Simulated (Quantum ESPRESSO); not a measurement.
# TePb (Fm-3m): from strain to phonon shift

Aim: the phonon deformation potentials p and q of TePb (Fm-3m), tested on a biaxially strained cell.

Method: DFT LDA, scalar-relativistic, plane waves, GBRV ultrasoft pseudopotentials, in Quantum ESPRESSO 7.5.

## (1) The relaxed structure

Symmetry: Fm-3m, No. 225, cubic system. Conventional cell: a = 6.374 Å, b = 6.374 Å, c = 6.374 Å, α = 90.00°, β = 90.00°, γ = 90.00°. Te has 6 Pb at 3.19 Å nearest. Pb has 6 Te at 3.19 Å nearest. Farther neighbours and most contacts between anions are not listed.

Coordinates:

```xyz
2
Lattice="-3.1868 0.0000 3.1868 0.0000 3.1868 3.1868 -3.1868 3.1868 0.0000" Properties=species:S:1:pos:R:3 pbc="T T T"
Te   -3.1868    3.1868    3.1868
Pb    0.0000    0.0000    0.0000
```

This is the cell after its relaxation at this level of theory, not the database cell from which that began.

## (2) Uniaxial strain

The relaxed cell is stretched along z alone. This keeps all atoms on sites fixed by symmetry and splits the threefold mode into a singlet, polarised along z, and a doublet. The macroscopic field is left out, so these are transverse modes. Cutoff 50 Ry, k mesh 8×8×8.

From the response at ε_zz = 0.01:

Output:

```text
[banners, grids, parts of the stress and lines that vanish by symmetry left out]
Program PHONON v.7.5
     Reading xml data from directory:

[...]
Exchange-correlation= PZ
                           (   1   1   0   0   0   0   0)
[...]
kinetic-energy cut-off    =      50.0000  Ry
     charge density cut-off    =     400.0000  Ry
     convergence threshold     =      1.0E-18
[...]
Exchange-correlation= PZ
                           (   1   1   0   0   0   0   0)
[...]
q = (   0.0000000   0.0000000   0.0000000 )
     17 Sym.Ops. (with q -> -q+G )
     G cutoff =  742.2876  (  59463 G-vectors)     FFT grid: ( 60, 60, 60)
     G cutoff =  371.1438  (  21091 G-vectors)  smooth grid: ( 40, 40, 40)
     number of k points=    59
[...]
Mode symmetry, D_4h(4/mmm) point group:
[...]
Representation #   1 mode #   1
[...]
End of self-consistent calculation
     Convergence has been achieved
     Representation #   2 mode #   2
[...]
End of self-consistent calculation
     Convergence has been achieved
     Representation #   3 modes #   3   4
[...]
End of self-consistent calculation
     Convergence has been achieved
     Representation #   4 modes #   5   6
[...]
End of self-consistent calculation
     Convergence has been achieved
[...]
q = (    0.000000000   0.000000000   0.000000000 )
[...]
freq (    1) =      -0.161504 [THz] =      -5.387178 [cm-1]
     freq (    2) =      -0.154983 [THz] =      -5.169683 [cm-1]
     freq (    3) =      -0.154983 [THz] =      -5.169683 [cm-1]
     freq (    4) =       0.786686 [THz] =      26.241036 [cm-1]
     freq (    5) =       1.283840 [THz] =      42.824284 [cm-1]
     freq (    6) =       1.283840 [THz] =      42.824284 [cm-1]
[...]
Mode symmetry, D_4h(4/mmm) point group:
     freq (   1-   1) =         -5.4  [cm-1]   --> A_2u X_4' M_4'  I
     freq (   2-   3) =         -5.2  [cm-1]   --> E_u  X_5' M_5'  I
     freq (   4-   4) =         26.2  [cm-1]   --> A_2u X_4' M_4'  I
     freq (   5-   6) =         42.8  [cm-1]   --> E_u  X_5' M_5'  I

   JOB DONE.
```

```
  ε_zz  singlet (cm⁻¹)  doublet (cm⁻¹)  σ_zz (GPa)  σ_xx (GPa)
-0.005           48.94           42.12      -0.710      -0.020
     0           42.46           42.46       0.004       0.004
 0.005           35.10           42.68       0.674       0.029
  0.01           26.24           42.82       1.301       0.054
```

Stress is counted positive in tension.

## (3) The fit

To first order ω² − ω₀² = p ε_zz + q (ε_xx + ε_yy) for the mode along z, and likewise for x and y. With ε_zz alone the singlet gives p and the doublet q.

The linear terms of parabolas through ω² are p = -64.48 ω₀² and q = 2.65 ω₀², with ω₀ = 42.5 cm⁻¹. Those of the stresses are C11 = 138 GPa and C12 = 5 GPa. Under hydrostatic strain p and q imply γ = −(p + 2q)/(6 ω₀²) = 9.86.

A layer held to an in-plane strain ε and free along z takes ε_zz = −2 (C12/C11) ε = -0.071 ε. To first order the singlet then shifts by (q − p C12/C11) ε / ω₀ = 209 ε cm⁻¹. For ε = 0.006, ε_zz = -0.00042, the formulas for ω² predict 43.69 cm⁻¹ for the singlet and 33.65 cm⁻¹ for the doublet.

## (4) A biaxially strained cell

This run was no part of the fit.

Output:

```text
[banners, grids, parts of the stress and lines that vanish by symmetry left out]
[banner, memory and clock lines left out]
Program PHONON v.7.5

[...]
Exchange-correlation= PZ
                           (   1   1   0   0   0   0   0)
[...]
kinetic-energy cut-off    =      50.0000  Ry
     charge density cut-off    =     400.0000  Ry
     convergence threshold     =      1.0E-18
[...]
Exchange-correlation= PZ
                           (   1   1   0   0   0   0   0)
[...]
q = (   0.0000000   0.0000000   0.0000000 )
     17 Sym.Ops. (with q -> -q+G )
     G cutoff =  739.0159  (  59639 G-vectors)     FFT grid: ( 60, 60, 60)
     G cutoff =  369.5079  (  21075 G-vectors)  smooth grid: ( 40, 40, 40)
     number of k points=    59
[...]
Mode symmetry, D_4h(4/mmm) point group:
[...]
Representation #   1 mode #   1
[...]
End of self-consistent calculation
     Convergence has been achieved
     Representation #   2 mode #   2
[...]
End of self-consistent calculation
     Convergence has been achieved
     Representation #   3 modes #   3   4
[...]
End of self-consistent calculation
     Convergence has been achieved
     Representation #   4 modes #   5   6
[...]
End of self-consistent calculation
     Convergence has been achieved
[...]
q = (    0.000000000   0.000000000   0.000000000 )
[...]
freq (    1) =      -0.167340 [THz] =      -5.581861 [cm-1]
     freq (    2) =      -0.167340 [THz] =      -5.581861 [cm-1]
     freq (    3) =      -0.152286 [THz] =      -5.079698 [cm-1]
     freq (    4) =       1.014194 [THz] =      33.829874 [cm-1]
     freq (    5) =       1.014194 [THz] =      33.829874 [cm-1]
     freq (    6) =       1.304749 [THz] =      43.521732 [cm-1]
[...]
Mode symmetry, D_4h(4/mmm) point group:
     freq (   1-   2) =         -5.6  [cm-1]   --> E_u  X_5' M_5'  I
     freq (   3-   3) =         -5.1  [cm-1]   --> A_2u X_4' M_4'  I
     freq (   4-   5) =         33.8  [cm-1]   --> E_u  X_5' M_5'  I
     freq (   6-   6) =         43.5  [cm-1]   --> A_2u X_4' M_4'  I
```

```
   mode  predicted (cm⁻¹)  run (cm⁻¹)
singlet             43.69       43.52
doublet             33.65       33.83
```

The stress along z is 0.005 GPa and that in the plane 0.826 GPa; the unstrained cell carries 0.004 GPa.

## (5) Summary of results

```json
{
 "p (in units of the squared frequency)": "-64.48",
 "q (same units)": "2.652",
 "shift of the singlet per unit of biaxial strain": "209 cm⁻¹",
 "C11 and C12": "138 and 5 GPa"
}
```

**Reading.** To first order, one per cent of tensile biaxial strain moves the singlet of TePb (Fm-3m) by 2.1 cm⁻¹ and the doublet by -13.2 cm⁻¹; the formulas miss the test run by up to 0.18 cm⁻¹. In the rock-salt structure this mode is infrared active and has no first-order Raman line. The third potential, r, needs shear strain, which was not run. Runs of the series that gave no result are left out: uni-0.01-ph (refused). These are harmonic values at zero temperature.

[Host names and launcher messages were left out of these logs when they were recorded.]

[Logs are printed without paths, hosts, clocks, repeated set-up lines and the standing remarks that a program may print on its own settings, such as how far it seeks lower states.]

[Hosts, paths, dates, database ids (printed as entryN), source tags and the programs' standing remarks are cut or masked in the printed files.]
